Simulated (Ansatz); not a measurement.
# What As (Pm-3m, 1 atom in the cell) distorts into, part 2 of 2

Aim: this structure of As (Pm-3m, 1 atom in the cell) is to be tested for unstable modes, and one is followed downhill.

Ansatz 0.2.0; DFT PBEsol, scalar-relativistic, plane waves, PAW.

So far, highest frequency on the path or at a solved wavevector (cm⁻¹): step 2 (phonons on a q mesh) 192. Also lowest frequency on the path (cm⁻¹): step 2 -196.

This is not the structure that As takes at ambient pressure and room temperature (space group No. 166); it is a model or a phase of other conditions.

### Step 6. Relaxation from the frozen mode

Starting from the lowest point found, all atoms and the cell are let go, so that strain and other modes of the same symmetry can join in.

The input, input.yaml:

```yaml
crystal:
  lattice:
    - [2.6885784294, 2.6885784294, 0.0]
    - [2.6885784294, 0.0, 2.6885784294]
    - [2.6885784294, 0.0, -2.6885784294]
  atoms:
    - { symbol: As, position: [0.5368205548, 0.2131794452, 0.7131794452] }
    - { symbol: As, position: [0.4631794452, 0.7868205548, 0.2868205548] }
kpoints:
  mp_grid: { grid: [14, 14, 14] }
hamiltonian:
  xc: pbesol
scf:
  occupations: { method: methfessel_paxton, width: 0.15 }
output:
  forces: true
  stress: true
  eigenvalues: true
relax:
  adjacent_minimum: "off"
  f_tol: 0.002
  max_steps: 120
  cell: { stress_tol: 0.03 }
```

Run with:

```sh
> ansatz run input.yaml --threads 4 --pin off --max-ram 7168MiB --backend cpu --events-out ev --progress --plain --runs-dir out
```

Numbers of over 12 decimals in the logs are rounded to 6 here.

Log:

```text
[...]
Crystal: 2 atoms, lattice volume = 38.869 Å³
Basis set: ecut = 420 eV, 749 PW (Γ), exchange–correlation on 54×54×54 points (8 copies of the dense FFT grid, shifted against one another)
Bands: 19, of which v1, the nominal top of the filled ones, is band 15 counted from 1 (14 counted from 0)
Symmetry: 8 space group operations
[...]
k-points: 428 of 2744
[...]
SCF iter   1: F=—  HF=-9625.981872 eV  |F-HF|=—  |Δ(HF+E_count)|=         —  Δρ=1.97e-3  dr2=9.38e-4  ethr=1.77e-3  ⟨swp⟩=5.1  Hψ=36364  notcnv=0
[...]
SCF iter   6: F=-9625.981188 eV  HF=-9625.981188 eV  |F-HF|=2.02e-9  |Δ(HF+E_count)|=   4.59e-8  S|Δr|=    0.00e0  Δρ=4.49e-6  dr2=6.39e-9  ethr=3.33e-10  ⟨swp⟩=4.6  Hψ=31886  notcnv=0
SCF 1 converged in 6 iterations: F = -9625.981188 eV  dr2 = 6.39e-9
[...]
relax step   1: F+E_penalty+E_count = -9625.98118847 eV  Δ(F+E_penalty+E_count) = +0.000e0 eV  max|allowed force component| = 5.853e-3 eV/Å  Δτ_max = 0.0000 Å  P = +3.332 GPa  Ω = 38.869 Å³  (6 SCF iters, dr2 threshold 1.00e-7 eV, accepted)
Crystal: 2 atoms, lattice volume = 41.015 Å³
Basis set: ecut = 420 eV, 805 PW (Γ), exchange–correlation on 54×54×54 points (8 copies of the dense FFT grid, shifted against one another)
[...]
iter 1 solved again at ethr=5.02e-6 eV; its pass at ethr=3.10e-3 eV (dr2=1.51e-3 eV) is discarded
[...]
SCF iter   6: F=-9626.021294 eV  HF=-9626.021294 eV  |F-HF|=3.37e-9  |Δ(HF+E_count)|=   1.71e-7  S|Δr|=    0.00e0  Δρ=7.48e-6  dr2=2.68e-8  ethr=6.67e-10  ⟨swp⟩=5.0  Hψ=37608  notcnv=0
SCF 2 converged in 6 iterations: F = -9626.021294 eV  dr2 = 2.68e-8
relax step   2: F+E_penalty+E_count = -9626.02129423 eV  Δ(F+E_penalty+E_count) = -4.011e-2 eV  max|allowed force component| = 9.610e-2 eV/Å  Δτ_max = 0.0192 Å  P = -0.408 GPa  Ω = 41.015 Å³  energy of the carried Pulay correction = -3.627e-4 eV  (6 SCF iters, dr2 threshold 2.00e-7 eV, accepted)
Crystal: 2 atoms, lattice volume = 41.127 Å³
[...]
SCF iter   5: F=-9626.025083 eV  HF=-9626.025083 eV  |F-HF|=1.22e-9  |Δ(HF+E_count)|=   6.91e-9  S|Δr|=    0.00e0  Δρ=9.34e-6  dr2=4.10e-8  ethr=6.67e-10  ⟨swp⟩=6.2  Hψ=43545  notcnv=0
SCF 3 converged in 5 iterations: F = -9626.025083 eV  dr2 = 4.10e-8
relax step   3: F+E_penalty+E_count = -9626.02508289 eV  Δ(F+E_penalty+E_count) = -3.789e-3 eV  max|allowed force component| = 7.807e-2 eV/Å  Δτ_max = 0.0071 Å  P = -0.188 GPa  Ω = 41.127 Å³  energy of the carried Pulay correction = -3.811e-4 eV  (5 SCF iters, dr2 threshold 2.00e-7 eV, accepted)
[...]
relax step   4: F+E_penalty+E_count = -9626.02600760 eV  Δ(F+E_penalty+E_count) = -9.247e-4 eV  max|allowed force component| = 4.004e-2 eV/Å  Δτ_max = 0.0132 Å  P = -0.022 GPa  Ω = 41.355 Å³  energy of the carried Pulay correction = -4.184e-4 eV  (5 SCF iters, dr2 threshold 2.00e-7 eV, accepted)
[...]
relax step   5: F+E_penalty+E_count = -9626.02646906 eV  Δ(F+E_penalty+E_count) = -4.615e-4 eV  max|allowed force component| = 2.921e-4 eV/Å  Δτ_max = 0.0027 Å  P = +0.029 GPa  Ω = 41.295 Å³  energy of the carried Pulay correction = -4.086e-4 eV  (3 SCF iters, dr2 threshold 2.00e-7 eV, accepted)
[...]
relax step   6: F+E_penalty+E_count = -9626.02647147 eV  Δ(F+E_penalty+E_count) = -2.409e-6 eV  max|allowed force component| = 6.539e-4 eV/Å  Δτ_max = 0.0003 Å  P = +0.009 GPa  Ω = 41.316 Å³  energy of the carried Pulay correction = -4.119e-4 eV  (4 SCF iters, dr2 threshold 1.00e-8 eV, accepted)
[...]
relax step   7: F+E_penalty+E_count = -9626.02719154 eV  Δ(F+E_penalty+E_count) = -7.201e-4 eV  max|allowed force component| = 8.798e-4 eV/Å  Δτ_max = 0.0000 Å  P = +0.032 GPa  Ω = 41.316 Å³  stress off target by 6.80e-2 GPa  SCF on the basis re-selected at this cell (its energy is not comparable with the rows above)  (6 SCF iters)
[...]
relax step   8: F+E_penalty+E_count = -9626.02719674 eV  Δ(F+E_penalty+E_count) = -5.200e-6 eV  max|allowed force component| = 1.479e-4 eV/Å  Δτ_max = 0.0007 Å  P = +0.003 GPa  Ω = 41.351 Å³  energy of the carried Pulay correction = -5.675e-6 eV  (4 SCF iters, dr2 threshold 1.16e-8 eV, accepted)
[...]
SCF iter   5: F=-9626.027202 eV  HF=-9626.027202 eV  |F-HF|=5.46e-12  |Δ(HF+E_count)|=  9.46e-11  S|Δr|=    0.00e0  Δρ=2.49e-8  dr2=1.73e-13  ethr=1.00e-12  ⟨swp⟩=5.0  Hψ=30418  notcnv=0
SCF 9 converged in 5 iterations: F = -9626.027202 eV  dr2 = 1.73e-13
relax step   9: F+E_penalty+E_count = -9626.02720248 eV  Δ(F+E_penalty+E_count) = -5.742e-6 eV  max|allowed force component| = 1.573e-4 eV/Å  Δτ_max = 0.0000 Å  P = +0.002 GPa  Ω = 41.351 Å³  stress off target by 8.44e-3 GPa  SCF on the basis re-selected at this cell (its energy is not comparable with the rows above)  (5 SCF iters)
[...]
SCF converged after 5 iterations
[...]
Free energy (F): -9626.027202 eV
[...]
Internal energy: -9626.027599 eV  (E = F + TS)
E sigma→0 (E₀):  -9626.027302 eV
Entropy (-TS):   0.000397 eV (0.198 meV/atom)
Fermi energy:    11.155077 eV
Step filling:    the computed levels leave a gap of 0.0022 eV = 0.0 smearing widths at the electron count; against every level under it full and every level over it empty, smearing changes F+E_penalty+E_count by +0.118 meV and its σ→0 estimate by +0.019 meV
[...]
--- Forces (eV/Å), atoms counted from 1 ---
  atom   1  As    -0.00015726     0.00015726     0.00000000
  atom   2  As     0.00015726    -0.00015726     0.00000000
  max |Σ_I F_I| component: 0.00e0 eV/Å
--- Stress (GPa, compression-positive) ---
        0.004002      -0.004436       0.000000
       -0.004436       0.004002       0.000000
        0.000000       0.000000      -0.000728
  P = ⅓ Tr σ = 0.0024 GPa (0.024 kbar)
--- Band table (eV; the first three rows and the last of 428) ---
  k-point 0: bands = [... 11 lower, 5.7048, 8.7863, 9.1458, 9.2055, 13.5415, 13.9512, 14.7446, 17.4484]
  k-point 1: bands = [... 11 lower, 5.3558, 8.9410, 9.1312, 9.2568, 13.5430, 13.8204, 14.5390, 17.4499]
  k-point 2: bands = [... 11 lower, 4.5378, 9.0937, 9.1119, 9.5024, 13.3706, 13.5601, 14.0455, 17.1759]
  k-point 427: bands = [... 11 lower, 0.3040, 5.0970, 5.5555, 10.4208, 12.2391, 16.4562, 17.5997, 18.0829]
--- Relaxed structure (7 steps of the walk, 7 accepted, 2 SCFs on fresh bases) ---
  F+E_penalty+E_count = -9626.02720248 eV   max|allowed force component| = 1.573e-4 eV/Å   (the final SCF, on the basis selected at the relaxed cell)
  cell:  # Å, volume = 41.3514 Å³
    - [2.640964, 2.640964, 0.0]
    - [2.759856, -0.118892, 2.719535]
    - [2.759856, -0.118892, -2.719535]
  atoms:
    - { symbol: As, position: [0.546779, 0.203221, 0.703221] }
    - { symbol: As, position: [0.453221, 0.796779, 0.296779] }
```

Elapsed: 39 s, on 4 threads of Arm Neoverse V1, shared host; peak memory 0.57 GiB.

Relaxation path:

```
step  energy less that of the first step (eV)  largest force component (eV/Å)  pressure (GPa)  volume (Å³)
   1                                   0.0000                          0.0059            3.33        38.87
   2                                  -0.0401                          0.0961           -0.41        41.01
   3                                  -0.0439                          0.0781           -0.19        41.13
   4                                  -0.0448                          0.0400           -0.02        41.36
   5                                  -0.0453                          0.0003            0.03        41.30
   6                                  -0.0453                          0.0007            0.01        41.32
  7*                                  -0.0460                          0.0009            0.03        41.32
   8                                  -0.0460                          0.0001            0.00        41.35
  9*                                  -0.0460                          0.0002            0.00        41.35
```

Relaxation steps marked * repeat the geometry before them on a plane-wave basis chosen anew for their cell, so energy and pressure can jump there.

The run keeps the 8 symmetry operations that it works with, so distortions that break them were not tested.

```
conventional cell, symmetrised  before  after  change
                         a (Å)   3.802  3.735  -1.8 %
                         b (Å)   5.377  5.439  +1.2 %
                         c (Å)   3.802  4.071  +7.1 %
              volume (Å³/atom)   19.43  20.68  +6.4 %
```

The atoms that moved most (Å, as changes of fractional coordinates times the final cell):

```
atom      dx      dy     dz  length
 As1  -0.029   0.029  0.000   0.041
 As2   0.029  -0.029  0.000   0.041
```

Final coordinates:

```cif
data_structure
_symmetry_space_group_name_H-M 'P 1'
_symmetry_Int_Tables_number 1
_cell_length_a 3.7349
_cell_length_b 3.8764
_cell_length_c 3.8764
_cell_angle_alpha 89.104
_cell_angle_beta 61.201
_cell_angle_gamma 61.201
_cell_volume 41.35
loop_
_atom_site_label
_atom_site_type_symbol
_atom_site_fract_x
_atom_site_fract_y
_atom_site_fract_z
_atom_site_occupancy
As1 As 0.54678 0.20322 0.70322 1
As2 As 0.45322 0.79678 0.29678 1
```

This step gave:

| Property | Result |
| --- | --- |
| pressure | 0.002425 GPa |
| volume per atom | 20.68 Å³ |

The distorted start has space group Imma; the relaxation ends in Imma.

### Step 7. The new phase in its own primitive cell

The relaxed structure is symmetrised, reduced to its primitive cell and relaxed tightly, as its phonons need.

input.yaml, the sections that differ from step 6:

```yaml
crystal:
  lattice:
    - [-1.8674432887, 2.7195348187, 2.0355824433]
    - [1.8674432887, -2.7195348187, 2.0355824433]
    - [1.8674432887, 2.7195348187, -2.0355824433]
  atoms:
    - { symbol: As, position: [0.2032208947, 0.4532208947, 0.75] }
    - { symbol: As, position: [0.7967791053, 0.5467791053, 0.25] }
relax:
  adjacent_minimum: "off"
  f_tol: 0.001
  max_steps: 60
  cell: { stress_tol: 0.01 }
# kpoints, hamiltonian, scf, output: as in step 6
```

Log:

```text
[...]
Crystal: 2 atoms, lattice volume = 41.351 Å³
Basis set: ecut = 420 eV, 813 PW (Γ), exchange–correlation on 54×54×54 points (8 copies of the dense FFT grid, shifted against one another)
Bands: 19, of which v1, the nominal top of the filled ones, is band 15 counted from 1 (14 counted from 0)
Symmetry: 8 space group operations
[...]
k-points: 428 of 2744
[...]
--- Relaxed structure (1 steps of the walk, 1 accepted, 1 SCFs on fresh bases) ---
[...]
cell:  # Å, volume = 41.3514 Å³
    - [-1.8674432887, 2.7195348187, 2.0355824433]
    - [1.8674432887, -2.7195348187, 2.0355824433]
    - [1.8674432887, 2.7195348187, -2.0355824433]
  atoms:
    - { symbol: As, position: [0.203221, 0.453221, 0.75] }
    - { symbol: As, position: [0.796779, 0.546779, 0.25] }
[key lines of the parts left out:]
SCF converged after 6 iterations
Free energy (F): -9626.027202 eV
Fermi energy:    11.155077 eV
P = ⅓ Tr σ = 0.0024 GPa (0.024 kbar)
```

Elapsed: 10 s, on 4 threads; peak memory 0.57 GiB; 38 s of CPU time.

Little changed from the start: no atom moved by 0.005 Å and no cell edge by 0.1 %.

The largest force component left is 0.22 meV/Å and the pressure is 0.002 GPa, within the tolerances set. The cell now holds 20.68 Å³/atom.

### Step 8. Modes of the new phase, k-mesh 14×14×14

A relaxed structure may still be a saddle point, so its zone-centre modes are computed. No field response is asked, since the mesh shows no gap.

Changes to input.yaml since step 7:

```diff
@@ -15,9 +15,4 @@
 output:
-  forces: true
-  stress: true
   eigenvalues: true
-relax:
-  adjacent_minimum: "off"
-  f_tol: 0.001
-  max_steps: 60
-  cell: { stress_tol: 0.01 }
+phonons:
+  method: dfpt
```

Log:

```text
zone centre: on kpoints.mp_grid the ground state, and the responses unless they are solved on pairs of k-points, stand on 428 of the mesh's 2744 k-points, reduced under 4 symmetry operations, with k and −k counted as one. Each operation leaves every solved displacement unchanged or reverses it
[...]
Crystal: 2 atoms, lattice volume = 41.351 Å³
Basis set: ecut = 420 eV, 813 PW (Γ), exchange–correlation on 60×60×60 points (8 copies of the dense FFT grid, shifted against one another)
Bands: 19, of which v1, the nominal top of the filled ones, is band 15 counted from 1 (14 counted from 0)
Symmetry: 8 space group operations
k-points: 428 of 2744 (irreducible under 4 space group operations, time reversal used)
[...]
SCF iter   1: F=—  HF=-9626.028017 eV  |F-HF|=—  |Δ(HF+E_count)|=         —  Δρ=2.02e-3  dr2=1.30e-3  ethr=1.77e-3  ⟨swp⟩=5.1  Hψ=36964  notcnv=0
[...]
SCF iter   9: F=-9626.027202 eV  HF=-9626.027202 eV  |F-HF|=1.82e-12  |Δ(HF+E_count)|=  9.09e-12  S|Δr|=    0.00e0  Δρ=9.23e-8  dr2=3.72e-12  ethr=1.00e-12  ⟨swp⟩=5.1  Hψ=35512  notcnv=0
SCF 1 converged in 9 iterations: F = -9626.027202 eV  dr2 = 3.72e-12
[...]
DFPT response loops at Γ: preconditioner auto → Kerker (q_TF=auto, 2.586 Å⁻¹) (partly filled bands, converged f_vac=0.000); β = 1.00, the filter's whole step (`scf.mixing.beta` (0.50) is not read by the response loops under this deck's `scf.mixing.preconditioner`; to damp them name `kerker` or `kerker_dos`, under which they read `scf.mixing.beta`, and type it under 1.00, their step now; both keys bind the ground state too); Broyden in place of MSR1
SCF converged after 9 iterations
[...]
Free energy (F): -9626.027202 eV
[...]
Internal energy: -9626.027599 eV  (E = F + TS)
E sigma→0 (E₀):  -9626.027302 eV
Entropy (-TS):   0.000397 eV (0.198 meV/atom)
Fermi energy:    11.155078 eV
[...]
--- Band table (eV; the first three rows and the last of 428) ---
  k-point 0: bands = [... 11 lower, 5.7048, 8.7863, 9.1458, 9.2055, 13.5415, 13.9512, 14.7446, 17.4484]
  k-point 1: bands = [... 11 lower, 5.4014, 8.7694, 9.1027, 9.3273, 13.5040, 13.9909, 14.4542, 17.1938]
  k-point 2: bands = [... 11 lower, 4.6376, 8.7293, 8.9688, 9.6123, 13.3302, 13.7882, 13.9174, 16.8011]
  k-point 427: bands = [... 11 lower, 2.2934, 4.2166, 6.7474, 7.0095, 12.5700, 16.9877, 18.3505, 19.0244]
--- Phonons (Γ-DFPT): 3 representative perturbations + reference, on 428 of 2744 k-points (Σ response iterations 9) ---
  k mesh reduced under 4 symmetry operations, with k and −k counted as one. Each operation leaves every solved displacement unchanged or reverses it
  ASR residual: 2.304e-5 → 0.000e0 eV/Å²; symmetrization residual: 2.723e-12 eV/Å²
  ASR residual per site (eV/Å²): 2.30e-5 2.30e-5
  Γ frequencies (cm⁻¹): 0.00 0.00 0.00 55.81 181.70 234.76
  non-analytic LO–TO correction: not included (Born effective charges unavailable; polar crystals: no LO–TO splitting at Γ)
```

Wall time 36 s (4 threads); peak memory 1.2 GiB; 2.2 min of CPU time.

This step gave:

```
sum-rule residual before enforcement                    : 2.30e-5 eV/Å²
point group                                             : mmm
highest optical mode at the zone centre (no LO-TO term) : 234.8 cm⁻¹
lowest optical zone-centre mode                         : 55.81 cm⁻¹
```

Patterns of degenerate modes are one choice out of their space. Modes at Γ:

```
mode  frequency (cm⁻¹)  symmetry
   1               0.0  acoustic
   2               0.0  acoustic
   3               0.0  acoustic
   4              55.8       B3g
   5             181.7       B2g
   6             234.8        Ag
```

Displacements in mode 4 (55.8 cm⁻¹), the largest set to 1:
```
As1  0.00 -1.00  0.00
As2  0.00  1.00  0.00
```

Displacements in mode 6 (234.8 cm⁻¹), the largest set to 1:
```
As1  0.00  0.00 -1.00
As2  0.00  0.00  1.00
```

Before it was imposed, the acoustic sum rule was missed by 2.3e-5 eV/Å². Small misses are needed for a sound result but don't prove that mesh and cutoff are converged. The lowest optical mode is real, 55.8 cm⁻¹.

### Step 9. What came out

```yaml
unstable_mode_of_the_parent: q = (-0.5, -0.5, -0.5), 196i cm⁻¹
depth_at_the_lowest_point_sampled: 47.5 meV/atom
largest_atomic_shift_at_that_point: 0.14 Å
space_group_reached_within_0p01_a: Imma
energy_gained_over_the_parent_first_relaxation_on_the_mesh_of_the_frozen_mode: 70.5 meV/atom
volume_per_atom_phase_reached: 20.7 Å³
lowest_optical_zone_centre_mode_phase_reached: 55.8 cm⁻¹
highest_optical_mode_at_the_zone_centre_no_lo_to_term_phase_reached: 235 cm⁻¹
```

In words: Along this mode the structure falls into Imma, 70.5 meV/atom below the parent. At the parent's cell the well is 47.46 meV/atom deep on the steps tried, with its lowest point at a shift of 0.14 Å. Relaxing atoms and cell changes the gain by +23.00 meV/atom against the lowest step (energies at zero smearing). The new phase has no imaginary mode at the zone centre of its cell; other wavevectors were not checked. Of the 6 patterns followed to their end from this parent, this one ends 9.20 meV/atom above the lowest, R-3m. Each path keeps the symmetry of its pattern, so a lower phase may lie along a pattern not tried. With no gap, or one that is small against the smearing, the frequencies hang on the k mesh and the smearing, most of all near Kohn anomalies.

[Logs are printed without paths, hosts, clocks, repeated set-up lines and the standing remarks that a program may print on its own settings, such as how far it seeks lower states.]

[Hosts, paths, dates, database ids (printed as entryN), source tags and the programs' standing remarks are cut or masked in the printed files.]
